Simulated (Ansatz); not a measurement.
**Random fluorite-type alloy of CaF2 and CdF2 (96 atoms): support functions against a reference**

Wanted: errors and times of a linear-scaling basis for random fluorite-type alloy of CaF2 and CdF2 (96 atoms). A setting counts as converged where the r.m.s. difference of forces stays under 1 % of the r.m.s. force.

Main program and level: Ansatz 0.2.0; Kohn-Sham DFT, PBE, PAW (set soft_2), plane waves.

**1. Set-up**

The cell holds 96 atoms: 20 Ca, 64 F and 12 Cd. Its edges and angles: a = 10.871 Å, b = 10.871 Å, c = 10.871 Å, α = 90.0°, β = 90.0°, γ = 90.0°. It derives from CaF2 (fluorite-type) and CdF2, repeated 2×2×2. Fluorite-type CaF2, 2 x 2 x 2 conventional cells, 12 of 32 Ca sites given to Cd at random (x = 0.375), lattice by Vegard's rule (a = 5.436 Å); every coordinate displaced by a Gaussian of 0.09 Å.

What the set-up can't give: The host structure and its lattice constant were typed by rule, without a check against the phase diagram. Sampling is at Γ alone, for a cell whose shortest periodic width is 11 Å.

**2. Plane-wave single point**

This run is the reference for what follows, at a cutoff of 420 eV.

input.yaml reads:

```yaml
crystal:
  lattice:
    - [10.8712, 0.0, 0.0]
    - [0.0, 10.8712, 0.0]
    - [0.0, 0.0, 10.8712]
  atoms:
    - { symbol: Ca, position: [0.99782, 0.99577, 0.99434] }
    - { symbol: F, position: [0.12147, 0.12205, 0.12148] }
    - { symbol: F, position: [0.36889, 0.37627, 0.37205] }
    - { symbol: Ca, position: [0.99104, 0.24033, 0.23876] }
    - { symbol: F, position: [0.14021, 0.37775, 0.38029] }
    - { symbol: F, position: [0.36473, 0.1243, 0.14673] }
    - { symbol: Ca, position: [0.25046, 0.0027, 0.24394] }
    - { symbol: F, position: [0.39043, 0.12811, 0.36245] }
    - { symbol: F, position: [0.12031, 0.3862, 0.12992] }
    - { symbol: Ca, position: [0.256, 0.24725, 0.9874] }
    - { symbol: F, position: [0.36766, 0.36027, 0.12772] }
    - { symbol: F, position: [0.11481, 0.11488, 0.37952] }
    - { symbol: Ca, position: [0.00578, 0.01057, 0.50083] }
    - { symbol: F, position: [0.13187, 0.12791, 0.62749] }
    - { symbol: F, position: [0.36183, 0.36519, 0.8816] }
    - { symbol: Cd, position: [0.00689, 0.24081, 0.76361] }
    - { symbol: F, position: [0.11574, 0.36648, 0.87479] }
    - { symbol: F, position: [0.37136, 0.11474, 0.62486] }
    - { symbol: Ca, position: [0.2495, 0.01205, 0.75576] }
    - { symbol: F, position: [0.37976, 0.11986, 0.87972] }
    - { symbol: F, position: [0.13229, 0.37534, 0.62427] }
    - { symbol: Ca, position: [0.24367, 0.25466, 0.50403] }
    - { symbol: F, position: [0.3679, 0.37834, 0.62572] }
    - { symbol: F, position: [0.12786, 0.11571, 0.88744] }
    - { symbol: Ca, position: [0.99983, 0.50107, 0.99978] }
    - { symbol: F, position: [0.13428, 0.62656, 0.12432] }
    - { symbol: F, position: [0.36599, 0.87568, 0.38025] }
    - { symbol: Ca, position: [0.00973, 0.74149, 0.26111] }
    - { symbol: F, position: [0.12276, 0.87317, 0.35767] }
    - { symbol: F, position: [0.36546, 0.61165, 0.12314] }
    - { symbol: Cd, position: [0.24469, 0.50501, 0.24593] }
    - { symbol: F, position: [0.36752, 0.62879, 0.3772] }
    - { symbol: F, position: [0.12423, 0.88933, 0.11377] }
    - { symbol: Cd, position: [0.25771, 0.75698, 0.99985] }
    - { symbol: F, position: [0.36844, 0.86655, 0.1147] }
    - { symbol: F, position: [0.11486, 0.64794, 0.36895] }
    - { symbol: Cd, position: [0.00284, 0.49253, 0.49125] }
    - { symbol: F, position: [0.13208, 0.62357, 0.61964] }
    - { symbol: F, position: [0.37563, 0.85952, 0.88017] }
    - { symbol: Cd, position: [0.99787, 0.74322, 0.75956] }
    - { symbol: F, position: [0.13081, 0.87737, 0.86092] }
    - { symbol: F, position: [0.38581, 0.6372, 0.61781] }
    - { symbol: Ca, position: [0.24977, 0.50075, 0.74196] }
    - { symbol: F, position: [0.37553, 0.63612, 0.87018] }
    - { symbol: F, position: [0.13792, 0.88338, 0.62395] }
    - { symbol: Ca, position: [0.25377, 0.75573, 0.49461] }
    - { symbol: F, position: [0.37229, 0.88186, 0.63623] }
    - { symbol: F, position: [0.11468, 0.61304, 0.87494] }
    - { symbol: Cd, position: [0.49671, 0.00659, 0.99868] }
    - { symbol: F, position: [0.62037, 0.12589, 0.12759] }
    - { symbol: F, position: [0.87141, 0.39787, 0.36869] }
    - { symbol: Ca, position: [0.49964, 0.24058, 0.25279] }
    - { symbol: F, position: [0.62089, 0.36884, 0.37544] }
    - { symbol: F, position: [0.87636, 0.12553, 0.13096] }
    - { symbol: Ca, position: [0.74388, 0.99808, 0.24211] }
    - { symbol: F, position: [0.86025, 0.12215, 0.37715] }
    - { symbol: F, position: [0.63179, 0.37304, 0.12572] }
    - { symbol: Ca, position: [0.74971, 0.23654, 0.99846] }
    - { symbol: F, position: [0.87485, 0.36178, 0.11666] }
    - { symbol: F, position: [0.61237, 0.12313, 0.36813] }
    - { symbol: Cd, position: [0.49617, 0.99811, 0.5035] }
    - { symbol: F, position: [0.61599, 0.1034, 0.63738] }
    - { symbol: F, position: [0.87811, 0.36117, 0.89013] }
    - { symbol: Ca, position: [0.50774, 0.23955, 0.73415] }
    - { symbol: F, position: [0.6376, 0.3672, 0.87617] }
    - { symbol: F, position: [0.87735, 0.12511, 0.62401] }
    - { symbol: Cd, position: [0.74701, 0.9973, 0.74834] }
    - { symbol: F, position: [0.87415, 0.13201, 0.87109] }
    - { symbol: F, position: [0.61043, 0.36493, 0.63056] }
    - { symbol: Ca, position: [0.74847, 0.26023, 0.48448] }
    - { symbol: F, position: [0.88715, 0.35927, 0.62495] }
    - { symbol: F, position: [0.62557, 0.12224, 0.86556] }
    - { symbol: Cd, position: [0.50323, 0.50059, 0.99205] }
    - { symbol: F, position: [0.62596, 0.60876, 0.14385] }
    - { symbol: F, position: [0.8659, 0.86136, 0.37675] }
    - { symbol: Ca, position: [0.50158, 0.74964, 0.24238] }
    - { symbol: F, position: [0.64163, 0.88362, 0.38456] }
    - { symbol: F, position: [0.86691, 0.62232, 0.13265] }
    [... 12 atom lines left out ...]
    - { symbol: Ca, position: [0.75945, 0.50499, 0.75305] }
    - { symbol: F, position: [0.86933, 0.62683, 0.88033] }
    - { symbol: F, position: [0.62566, 0.88558, 0.61248] }
    - { symbol: Ca, position: [0.75456, 0.75079, 0.49062] }
    - { symbol: F, position: [0.87037, 0.87526, 0.62239] }
    - { symbol: F, position: [0.62961, 0.61925, 0.87473] }
kpoints:
  mp_grid: { grid: [1, 1, 1] }
hamiltonian:
  xc: pbe
scf:
  occupations: { method: fermi_dirac, width: 0.05 }
output:
  forces: true
  stress: true
  populations: intrinsic
  dos:
    method: { smearing: { sigma: 0.1 } }
    de: 0.1
    projected: { site_lists: { Ca: [Ca], Cd: [Cd], F: [F] } }
  eigenvalues: true
  write_density: true
  write_potential: true
  volumetric_format: npy
```

Launch:

```sh
$ ansatz run input.yaml --threads 8 --pin off --max-ram 15872MiB --backend cpu --events-out ev --progress --plain --runs-dir out
```

Numbers of over 12 decimals in the logs are rounded to 6 here.

Log:

```text
Engine: ansatz 0.2.0, aarch64-unknown-linux-gnu
Pseudopotentials: kind: paw
Pseudopotential: Ca, paw, valence charge 10, recommended cutoff 420 eV (normal), Ca.paw.azcp
Pseudopotential: F, paw, valence charge 7, recommended cutoff 420 eV (normal), F.paw.azcp
Pseudopotential: Cd, paw, valence charge 20, recommended cutoff 420 eV (normal), Cd.paw.azcp
[... 5 lines on functional and potentials left out ...]
Crystal: 96 atoms, lattice volume = 1284.791 Å³
Basis set: ecut = 420 eV, 25269 PW (Γ), exchange–correlation on 150×150×150 points (8 copies of the dense FFT grid, shifted against one another)
Bands: 540, of which v1, the nominal top of the filled ones, is band 444 counted from 1 (443 counted from 0)
Symmetry: 1 space group operations
Space group: P1 (ITA 1), of the structure as read, at distance tolerance 1.1e-4 Å
k-points: 1
[... 7 lines on functional and potentials left out ...]
Initial density: superposition of atomic densities (neutral atoms: chi_scale 0, normalization atom), corrected by the library's trained network
Initial wavefunctions: pseudopotential atomic-orbital guess
Functional: x = pbe(κ = 0.804, μ = 0.219515), c = pbe(β = 0.066725)
SCF iter   1: F=—  HF=-187253.754450 eV  |F-HF|=—  |Δ(HF+E_count)|=         —  Δρ=1.32e-3  dr2=2.19e-2  ethr=1.77e-3  ⟨swp⟩=6.0  Hψ=2048  notcnv=0  defer=72
preconditioner: auto → Resta (q_TF=auto, 2.565 Å⁻¹)  ε∞=3.9  [insulator: Δε(μ)=3.830 eV  Ē_g=16.612 eV  σ=0.050 eV  W_gap=1.00  n_scr=364 (ndim 8)  ℏωp=28.4 eV  f_vac=0.128  D(μ)=0.00/eV (n_scr^D=0)  ε∞_Penn≈3.9]
SCF iter   2: F=—  HF=-187253.760977 eV  |F-HF|=—  |Δ(HF+E_count)|=   6.53e-3  Δρ=6.54e-4  dr2=6.15e-3  ethr=2.47e-6  ⟨swp⟩=2.0  Hψ=997  notcnv=0  defer=85
SCF iter   3: F=—  HF=-187253.762534 eV  |F-HF|=—  |Δ(HF+E_count)|=   1.56e-3  Δρ=2.92e-4  dr2=1.99e-3  ethr=6.92e-7  ⟨swp⟩=2.0  Hψ=643  notcnv=0  defer=85
SCF iter   4: F=—  HF=-187253.762344 eV  |F-HF|=—  |Δ(HF+E_count)|=   1.90e-4  Δρ=9.14e-5  dr2=1.27e-4  ethr=2.24e-7  ⟨swp⟩=2.0  Hψ=703  notcnv=0  defer=85
SCF iter   5: F=—  HF=-187253.762421 eV  |F-HF|=—  |Δ(HF+E_count)|=   7.71e-5  Δρ=5.44e-5  dr2=2.55e-5  ethr=1.43e-8  ⟨swp⟩=2.0  Hψ=823  notcnv=0  defer=85
SCF iter   6: F=—  HF=-187253.758293 eV  |F-HF|=—  |Δ(HF+E_count)|=   4.13e-3  Δρ=2.39e-5  dr2=4.99e-6  ethr=2.87e-9  ⟨swp⟩=2.0  Hψ=919  notcnv=0  defer=85
SCF iter   7: F=—  HF=-187253.758296 eV  |F-HF|=—  |Δ(HF+E_count)|=   2.36e-6  Δρ=7.40e-6  dr2=5.45e-7  ethr=5.62e-10  ⟨swp⟩=2.0  Hψ=823  notcnv=0  defer=85
SCF iter   8: F=—  HF=-187253.758297 eV  |F-HF|=—  |Δ(HF+E_count)|=   9.50e-7  Δρ=4.40e-6  dr2=1.68e-7  ethr=1.13e-11  ⟨swp⟩=17.0  Hψ=4286  notcnv=0
SCF iter   9: F=-187253.758297 eV  HF=-187253.758297 eV  |F-HF|=7.89e-9  |Δ(HF+E_count)|=   4.87e-8  Δρ=1.41e-6  dr2=1.55e-8  ethr=1.13e-11  ⟨swp⟩=8.0  Hψ=3071  notcnv=0
SCF 1 converged in 9 iterations: F = -187253.758297 eV  dr2 = 1.55e-8
  greatest PAW one-centre occupation: 1.001 electrons in one spin orbital (limit 2), on the Cd atom at site 78 (counted from 0), in its partial waves of l = 1
SCF converged after 9 iterations
Free energy (F): -187253.758297 eV
Harris-Foulkes:  -187253.758297 eV  (|F-HF|=7.89e-9)
Internal energy: -187253.758297 eV  (E = F + TS)
E sigma→0 (E₀):  -187253.758297 eV
Fermi energy:    6.994747 eV
--- Per-component energies (eV) ---
  E_band       = -9747.732799
  E_kinetic    = 24936.670409
  E_local      = -94124.476587  (includes V_loc(G=0)·N_el)
  E_nonlocal   = 6419.752044
  E_hartree    = 38888.360662
  E_xc         = -10010.728439
  E_vxc        = -12678.495544  (∫ρ·V_xc dr)
  E_paw        = -79051.345863  (= ΣΔE_a)
  E_vpaw       = -12078.032225  (= ΣTr[D̂ρ^β])
  E_aug_tail   = 0.132249  (compensation charges beyond the density's cutoff)
  E_ewald      = -74312.122770
  E_smearing   = -0.000000  (= −TS)
  E_closure    = -0.000000  (closes the sum)
  Σ components = -187253.758297   (vs F -187253.758297, Δ=0.00e0)
--- Forces (eV/Å), atoms counted from 1 ---
  atom   1  Ca     0.11332572    -0.13196543     0.39059170
  atom   2  F     -0.05209926     0.58527599     0.22747303
  atom   3  F      0.50568901    -0.00234315     0.49625715
  atom   4  Ca     0.89473432     0.86266201     0.50243870
  atom   5  F     -1.07526623     0.04655368    -0.24685984
  atom   6  F      0.69141842    -0.07912453    -2.10555204
  atom   7  Ca    -0.81895607    -0.57211895     0.71179820
  atom   8  F     -1.63428318    -0.81417452     1.82206499
  atom   9  F     -0.18803898    -0.57770176    -0.16786024
  atom  10  Ca    -0.99493265    -0.06286748     2.10984957
  atom  11  F      0.40441625     0.40525647    -0.40913869
  atom  12  F      0.75424683     1.07965918    -0.64360248
  atom  13  Ca    -1.01541513    -1.54262570     0.50683492
  atom  14  F     -0.31128659     0.23710995     0.26536916
[...]
atom  95  F      0.42873269     0.03197172     0.69133279
  atom  96  F     -0.38477632     0.22767385     0.00938430
  max |Σ_I F_I| component: 8.55e-5 eV/Å
--- Stress (GPa, compression-positive) ---
        6.280055       0.310835      -0.253286
        0.310835       6.237819      -0.743063
       -0.253286      -0.743063       6.021457
  P = ⅓ Tr σ = 6.1798 GPa (61.798 kbar)
--- Band table (eV) ---
  k-point 0: bands = ["-94.5742", "-94.3850", "-94.1532", "-93.9923", [... 524 levels ...], "14.7629", "14.8068", "14.8489", "14.8749", "14.8941", "14.9003", "14.9413", "14.9825", "14.9972", "15.0156", "15.0351", "15.0571"]
--- intrinsic populations: 96 sites ---
  site symbol       q [e]
     0     Ca      8.2630
     1      F      7.8719
     2      F      7.8447
[...]
95      F      7.7906
  spilling = 0.000000 (of n_electrons = 888.000000)
```

The job ended after 15 s (8 threads of Arm Neoverse V2, shared host; peak memory 2.1 GiB; 1.9 min of CPU time).

Numbers from this run:

```yaml
free_energy: -187253.7583 eV
free_energy_per_atom: -1950.5600 eV/atom
scf_cycles: 9
pressure: 6.18 GPa
r_m_s_force_component: 0.8004 eV/Å
longest_force: 4.131 eV/Å
fermi_energy: 6.995 eV
spacing_of_highest_filled_and_lowest_empty_level: 3.805 eV
```

The r.m.s. force component of 0.80 eV/Å sets the scale for the differences below.

**3. Support functions low**

With localised support functions most steps grow linearly with size, though the diagonalisation grows faster unless the density matrix is cut; this run measures error and cost at this size.

This step: Kohn-Sham DFT, PBE, PAW (set soft_2), localised support functions (low) (Ansatz 0.2.0).

input.yaml, the sections that differ from step 2:

```yaml
scf:
  occupations: { method: fermi_dirac, width: 0.05 }
  eigensolver: { kind: { support_functions: { accuracy: low } } }
  max_iter: 150
output:
  forces: true
  eigenvalues: true
# crystal, kpoints, hamiltonian: as in step 2
```

Log:

```text
Warning: scf.eigensolver.kind.support_functions: disabling space-group detection — the functions' gradient is summed over unrotated k-points, so no spatial operation reduces the k-mesh or symmetrises the density; time reversal is kept, so that k and −k are solved as one point where they differ and the mesh holds both, and exact exchange and, on two spinor components, a DFT+U term hold to it where the run has them: [...]
settings of this run that can trade accuracy for cost: scf.eigensolver.kind.support_functions; scf.eigensolver.kind.support_functions.accuracy: low [...]
[...]
Crystal: 96 atoms, lattice volume = 1284.791 Å³
Basis set: ecut = 420 eV, 25269 PW (Γ), exchange–correlation on 150×150×150 points (8 copies of the dense FFT grid, shifted against one another)
Bands: 533, of which v1, the nominal top of the filled ones, is band 444 counted from 1 (443 counted from 0)
Symmetry: 1 space group operations
k-points: 1
[...]
SCF iter   1: F=—  HF=-187285.641684 eV  |F-HF|=—  |Δ(HF+E_count)|=         —  Δρ=1.23e-1  dr2=2.11e2  ethr=1.00e-1
[...]
SCF iter  10: F=—  HF=-187254.223841 eV  |F-HF|=—  |Δ(HF+E_count)|=   7.53e-3  Δρ=1.02e-4  dr2=1.22e-4  ethr=2.55e-8  κ⁻¹=3.1e-6(r=7)
SCF iter  11: F=-187254.229004 eV  HF=-187254.229014 eV  |F-HF|=1.04e-5  |Δ(HF+E_count)|=   5.17e-3  Δρ=2.98e-5  dr2=1.81e-5  ethr=1.38e-8
SCF 1 converged in 11 iterations: F = -187254.272841 eV  dr2 = 1.81e-5
[...]
SCF converged after 11 iterations
Stability not checked: this state was not tested for a lower state beside it, because the mixer in use, unlike msr1, does not test its closes by its own steps (another_mixer; see scf.mixing.algorithm and scf.lower_state_search)
Free energy (F): -187254.272841 eV
[...]
Internal energy: -187254.272841 eV  (E = F + TS)
E sigma→0 (E₀):  -187254.272841 eV
Fermi energy:    6.995368 eV
[...]
Σ components = -187254.272841   (vs F -187254.272841, Δ=0.00e0)
--- Forces (eV/Å), atoms counted from 1 ---
  atom   1  Ca     0.11339242    -0.13267791     0.39024140
  atom   2  F     -0.05176740     0.58524953     0.22785658
  atom   3  F      0.50687471    -0.00252657     0.49616397
  atom   4  Ca     0.89454173     0.86283145     0.50087314
[...]
atom  96  F     -0.38463090     0.22698725     0.00831657
  max |Σ_I F_I| component: 4.81e-3 eV/Å
--- Band table (eV) ---
[...]
```

Run time: 51 s. Hardware: 8 threads; peak memory 4 GiB; 6.5 min of CPU time.

The program notes that the band table was not solved further than the SCF left it and it switched symmetry off.

Keys that differ from the reference: support_functions.accuracy = "low" and scf.max_iter = 150.

Forces differ from the reference by 0.66 meV/Å r.m.s., 0.083 % of their size, well within a tolerance of 1 %; the energy by -5.4 meV/atom. It took 51 s and 11 cycles; the reference's time can't be set against it, since the two runs asked for unlike analyses.

**4. Support functions medium**

With localised support functions most steps grow linearly with size, though the diagonalisation grows faster unless the density matrix is cut; this run measures error and cost at this size. Besides, the program derives a nominal cutoff of 631 eV for this run, against the reference's 420.

This step: Kohn-Sham DFT, PBE, PAW (set soft_2), localised support functions (medium) (Ansatz 0.2.0).

input.yaml, the sections that differ from step 3:

```yaml
scf:
  occupations: { method: fermi_dirac, width: 0.05 }
  eigensolver: { kind: { support_functions: { accuracy: medium } } }
  max_iter: 150
# crystal, kpoints, hamiltonian, output: as in step 3
```

Log:

```text
[...]
Warning: basis.ecutwfc = 631 eV, auto-derived: no grid that the accuracy of the support functions lays serves the files at the lower one that their records recommend; a deck with other species or settings can derive another value
[...]
Crystal: 96 atoms, lattice volume = 1284.791 Å³
Basis set: ecut = 631 eV, 46297 PW (Γ), exchange–correlation on 180×180×180 points (8 copies of the dense FFT grid, shifted against one another)
Bands: 533, of which v1, the nominal top of the filled ones, is band 444 counted from 1 (443 counted from 0)
Symmetry: 1 space group operations
k-points: 1
[...]
SCF iter   1: F=—  HF=-187285.703147 eV  |F-HF|=—  |Δ(HF+E_count)|=         —  Δρ=1.23e-1  dr2=2.11e2  ethr=1.00e-1
[...]
SCF iter  12: F=—  HF=-187254.244876 eV  |F-HF|=—  |Δ(HF+E_count)|=   3.51e-3  Δρ=5.46e-5  dr2=2.31e-5  ethr=6.34e-9  κ⁻¹=1.1e-6(r=7)
SCF iter  13: F=-187254.247658 eV  HF=-187254.247657 eV  |F-HF|=5.20e-7  |Δ(HF+E_count)|=   2.78e-3  Δρ=1.29e-5  dr2=1.80e-6  ethr=2.60e-9
SCF 1 converged in 13 iterations: F = -187254.282403 eV  dr2 = 1.80e-6
[...]
SCF converged after 13 iterations
[...]
Free energy (F): -187254.282403 eV
[...]
Internal energy: -187254.282403 eV  (E = F + TS)
E sigma→0 (E₀):  -187254.282403 eV
Fermi energy:    6.995139 eV
[...]
Σ components = -187254.282403   (vs F -187254.282403, Δ=0.00e0)
--- Forces (eV/Å), atoms counted from 1 ---
  atom   1  Ca     0.11369665    -0.13218940     0.39057980
  atom   2  F     -0.05217084     0.58524387     0.22803162
  atom   3  F      0.50645859    -0.00238094     0.49588889
  atom   4  Ca     0.89517216     0.86239665     0.50131261
[...]
atom  96  F     -0.38525875     0.22708978     0.00858493
  max |Σ_I F_I| component: 5.46e-3 eV/Å
--- Band table (eV) ---
[...]
```

Wall time 93 s (8 threads); peak memory 5.6 GiB.

Keys that differ from the reference: support_functions.accuracy = "medium" and scf.max_iter = 150.

Forces differ from the reference by 0.6 meV/Å r.m.s., 0.075 % of their size, well within a tolerance of 1 %; the energy by -5.5 meV/atom. It took 93 s and 13 cycles; the reference's time can't be set against it, since the two runs asked for unlike analyses.

**5. Support functions medium, radius 2.94 Å**

The radius confines each support function; a larger one gives more freedom and more work per atom.

input.yaml, the sections that differ from step 4:

```yaml
scf:
  occupations: { method: fermi_dirac, width: 0.05 }
  eigensolver: { kind: { support_functions: { accuracy: medium, radius: 2.94 } } }
  max_iter: 150
# crystal, kpoints, hamiltonian, output: as in step 4
```

Log:

```text
Warning: scf.eigensolver.kind.support_functions: disabling space-group detection — the functions' gradient is summed over unrotated k-points, so no spatial operation reduces the k-mesh or symmetrises the density; time reversal is kept, so that k and −k are solved as one point where they differ and the mesh holds both, and exact exchange and, on two spinor components, a DFT+U term hold to it where the run has them: [...]
Warning: basis.ecutwfc = 631 eV, auto-derived: no grid that the accuracy of the support functions lays serves the files at the lower one that their records recommend; a deck with other species or settings can derive another value
settings of this run that can trade accuracy for cost: scf.eigensolver.kind.support_functions [...]
Engine: ansatz 0.2.0, aarch64-unknown-linux-gnu
Pseudopotentials: kind: paw
Pseudopotential: Ca, paw, valence charge 10, recommended cutoff 420 eV (normal), Ca.paw.azcp
Pseudopotential: F, paw, valence charge 7, recommended cutoff 420 eV (normal), F.paw.azcp
Pseudopotential: Cd, paw, valence charge 20, recommended cutoff 420 eV (normal), Cd.paw.azcp
[... 5 lines on functional and potentials left out ...]
Error: SCF: the radius of support functions is under 3.49 Å, the least for these sites at the functions' level (scf.eigensolver.kind.support_functions.accuracy). Use scf.eigensolver.kind: auto, or type scf.eigensolver.kind.support_functions.radius at least as long, [...]
```

Run time: 2.4 s. Hardware: 8 threads; peak memory 0.41 GiB.

The program refuses radii under 3.49 Å for these atoms at this level.

[end of part 1 of 2]

[Logs are printed without paths, hosts, clocks, repeated set-up lines and the standing remarks that a program may print on its own settings, such as how far it seeks lower states.]

[Hosts, paths, dates, database ids (printed as entryN), source tags and the programs' standing remarks are cut or masked in the printed files.]
